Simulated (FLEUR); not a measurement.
# Collinear magnetic orders of LuFe2B2 with FLEUR, part 3 of 3

Does LuFe2B2 prefer parallel or opposed moments?

FLEUR MaX-R8.1; LDA (VWN); all-electron FLAPW, Dirac cores, scalar-relativistic bands.

So far. Step 3 (Run 2 (antiferro +-)): It lies 48.4 meV a seeded atom over the first start. Step 4 (Start 3: no spin polarisation): It lies 48.4 meV a seeded atom over the first start.

The database entry behind the starting cell has ideal inner coordinates that were not refined, so it need not match the best structure at ambient conditions.

## (5) Another try

An input with a fault is tried, to see how the program answers.

inp.xml

```
<?xml version="1.0" encoding="UTF-8" standalone="no"?>
<fleurInput fleurInputVersion="0.39">
   <comment>
      LuFe2B2
   </comment>
   <calculationSetup>
      <cutoffs Kmax="400" Gmax="12.9" GmaxXC="12.9" numbands="0"/>
      <scfLoop itmax="75" minDistance="0.00002" maxIterBroyd="15" imix="Anderson" alpha="0.05" precondParam="0.0" spinf="2.0" sdNocoIR="T"/>
      <coreElectrons ctail="T" frcor="F" kcrel="0" coretail_lmax="0"/>
      <xcFunctional name="vwn" relativisticCorrections="F"/>
      <magnetism jspins="2"/>
      <soc l_soc="F" theta="0.0" phi="0.0" spav="F"/>
      <expertModes spex="0" secvar="F"/>
      <geometryOptimization l_f="F" forcealpha="1.0" forcemix="BFGS" epsdisp="0.00001" epsforce="0.00001"/>
      <ldaU l_linMix="F" mixParam="0.05" spinf="1.0"/>
   </calculationSetup>
   <cell>
      <bzIntegration valenceElectrons="63.0" mode="hist" fermiSmearingEnergy="0.00110248">
         <kPointListSelection listName="default-1"/>
         <xi:include xmlns:xi="http://www.w3.org/2001/XInclude" href="kpts.xml"> </xi:include>
      </bzIntegration>
      <xi:include xmlns:xi="http://www.w3.org/2001/XInclude" href="sym.xml"> </xi:include>
      <bulkLattice scale="1.0">
         <bravaisMatrix>
            <row-1>   -3.3060758549877001     3.3060758549877001     8.7758881226423995</row-1>
            <row-2>    3.3060758549877001    -3.3060758549877001     8.7758881226423995</row-2>
            <row-3>    3.3060758549877001     3.3060758549877001    -8.7758881226423995</row-3>
         </bravaisMatrix>
      </bulkLattice>
   </cell>
   <atomSpecies>
      <species name="Lutetium (Lu)" element="Lu" atomicNumber="71">
         <mtSphere radius="2.8" gridPoints="925" logIncrement="0.014"/>
         <atomicCutoffs lmax="10" lnonsphr="8"/>
         <electronConfig flipSpins="F">
            <coreConfig>(1s1/2) (2s1/2) (2p1/2) (2p3/2) (3s1/2) (3p1/2) (3p3/2) (4s1/2) (3d3/2) (3d5/2) (4p1/2) (4p3/2) (4d3/2) (4d5/2)</coreConfig>
            <valenceConfig>(5s1/2) (5p1/2) (5p3/2) (6s1/2) (4f5/2) (4f7/2) (5d3/2) (5d5/2)</valenceConfig>
            <stateOccupation state="(5d3/2)" spinUp="0.200000" spinDown="0.200000"/>
            <stateOccupation state="(5d5/2)" spinUp="0.300000" spinDown="0.300000"/>
         </electronConfig>
         <energyParameters s="6" p="6" d="5" f="4"/>
         <lo type="SCLO" l="0" n="5" eDeriv="0"/>
         <lo type="SCLO" l="1" n="5" eDeriv="0"/>
      </species>
      <species name="Iron (Fe) 2.801" element="Fe" atomicNumber="26">
         <mtSphere radius="2.28" gridPoints="753" logIncrement="0.016"/>
         <atomicCutoffs lmax="8" lnonsphr="6"/>
         <electronConfig flipSpins="F">
            <coreConfig>(1s1/2) (2s1/2) (2p1/2) (2p3/2)</coreConfig>
            <valenceConfig>(3s1/2) (3p1/2) (3p3/2) (4s1/2) (3d3/2) (3d5/2)</valenceConfig>
            <stateOccupation state="(3d3/2)" spinUp="1.4005" spinDown="0.9995"/>
            <stateOccupation state="(3d5/2)" spinUp="3.0" spinDown="0.6"/>
         </electronConfig>
         <energyParameters s="4" p="4" d="3" f="4"/>
         <lo type="SCLO" l="0" n="3" eDeriv="0"/>
         <lo type="SCLO" l="1" n="3" eDeriv="0"/>
      </species>
      <species name="Boron (B)" element="B" atomicNumber="5">
         <mtSphere radius="1.4" gridPoints="463" logIncrement="0.022"/>
         <atomicCutoffs lmax="6" lnonsphr="4"/>
         <electronConfig flipSpins="F">
            <coreConfig>(1s1/2)</coreConfig>
            <valenceConfig>(2s1/2) (2p1/2) (2p3/2)</valenceConfig>
            <stateOccupation state="(2p1/2)" spinUp="0.166667" spinDown="0.166667"/>
            <stateOccupation state="(2p3/2)" spinUp="0.333333" spinDown="0.333333"/>
         </electronConfig>
         <energyParameters s="2" p="2" d="3" f="4"/>
      </species>
   </atomSpecies>
   <atomGroups>
      <atomGroup species="Lutetium (Lu)">
         <relPos label="                   1">.0000000000 .0000000000 .0000000000</relPos>
         <force calculate="T" relaxXYZ="TTT"/>
      </atomGroup>
      <atomGroup species="Iron (Fe) 2.801">
         <relPos label="                   2">-1.000/4.000 1.000/4.000 1.000/2.000</relPos>
         <relPos label="                   3">1.000/4.000 -1.000/4.000 1.000/2.000</relPos>
         <force calculate="T" relaxXYZ="TTT"/>
      </atomGroup>
      <atomGroup species="Boron (B)">
         <relPos label="                   4">3.000/8.000 3.000/8.000 .0000000000</relPos>
         <relPos label="                   5">-3.000/8.000 -3.000/8.000 .0000000000</relPos>
         <force calculate="T" relaxXYZ="TTT"/>
      </atomGroup>
   </atomGroups>
   <output dos="F" band="F" slice="F">
      <bandDOS minEnergy="-.5*Htr" maxEnergy="0.5*Htr" sigma="0.015" storeEVData="T"/>
      <plotting iplot="0" polar="F">
         <plot TwoD="T" vec1="  1.0  0.0  0.0" vec2="  0.0  1.0  0.0" vec3="  0.0  0.0  1.0" zero="  0.0  0.0  0.0" file="plot"/>
      </plotting>
      <moessbauerParams electricFieldGradient="F" isomerShift="F" coreHyperfine="F" valenceHyperfine="F"/>
   </output>
</fleurInput>
```

crystal.txt

```
LuFe2B2
&input film=F cartesian=F /
-1.74950000000  1.74950000000  4.64400000000
1.74950000000  -1.74950000000  4.64400000000
1.74950000000  1.74950000000  -4.64400000000
1.8897261246
1.0 1.0 1.0

5
71 0.00000000000  0.00000000000  0.00000000000
26 0.75000000000  0.25000000000  0.50000000000 : 2.801
26 0.25000000000  0.75000000000  0.50000000000 : 2.801
5 0.37500000000  0.37500000000  0.00000000000
5 0.62500000000  0.62500000000  0.00000000000

&kpt div1=12 div2=12 div3=12 gamma=T /
```

The run is started by

```bash
$ OMP_NUM_THREADS=1 inpgen -f crystal.txt > inpgen.log  # inp.xml is then edited as shown
$ OMP_NUM_THREADS=1 mpirun -n 4 fleur_MPI > fleur.log
```

The program printed:

```text
Welcome to FLEUR        (www.flapw.de)
      MaX-Release 8.1          (www.max-centre.eu)
```

The job ended after 4 min (4 MPI ranks of Arm Neoverse V1, shared host; peak memory 0.13 GiB).

The run was cut off at its time limit.

The fault in the input: a cutoff typed in eV.

Kmax is a wavevector in 1/bohr, usually 3.5 to 5.

## (6) Energies of the orders

Free energies are divided by the number of seeded atoms.

Orders:

```tsv
start	final state	typed order kept	energy over the lowest (meV a seeded atom)	largest sphere moment (μB)	net moment (μB a primitive cell)	mesh matched	CPU time (s)
ferro ++	ferromagnetic	yes	0	1.107	2.034	yes	1484
antiferro +-	non-magnetic	no	48.42	0	0	yes	4531
no spin polarisation	non-magnetic	-	48.42	0	0	yes	536.4
```

## (7) Outcome

| Property | Result |
| --- | --- |
| lowest state found | ferromagnetic (typed ferro ++) |
| largest site spin moment | 1.11 μB |
| next finished state | non-magnetic, 48.4 meV a seeded atom higher |
| energy gained by spin polarisation | 48.4 meV a seeded atom |

The lowest state found is ferromagnetic, reached from the start ferro ++, with moments up to 1.11 μB. 1 start left the typed pattern (a sign turned, or a seeded moment died or shrank under 0.15 μB), so such an energy belongs to the state reached, not the one typed. This is the lowest of 3 finished starts, no proof of the ground state.

[Logs and program files are shortened in this print: banners, set-up blocks, solver, clock and traceback lines can be left out without a mark of their own.]

[Logs are printed without paths, hosts, clocks, repeated set-up lines and the standing remarks that a program may print on its own settings, such as how far it seeks lower states.]

[Hosts, paths, dates, database ids (printed as entryN), source tags and the programs' standing remarks are cut or masked in the printed files.]

[Where a cell is said to come from a database of computed structures, the database is the Materials Project.]
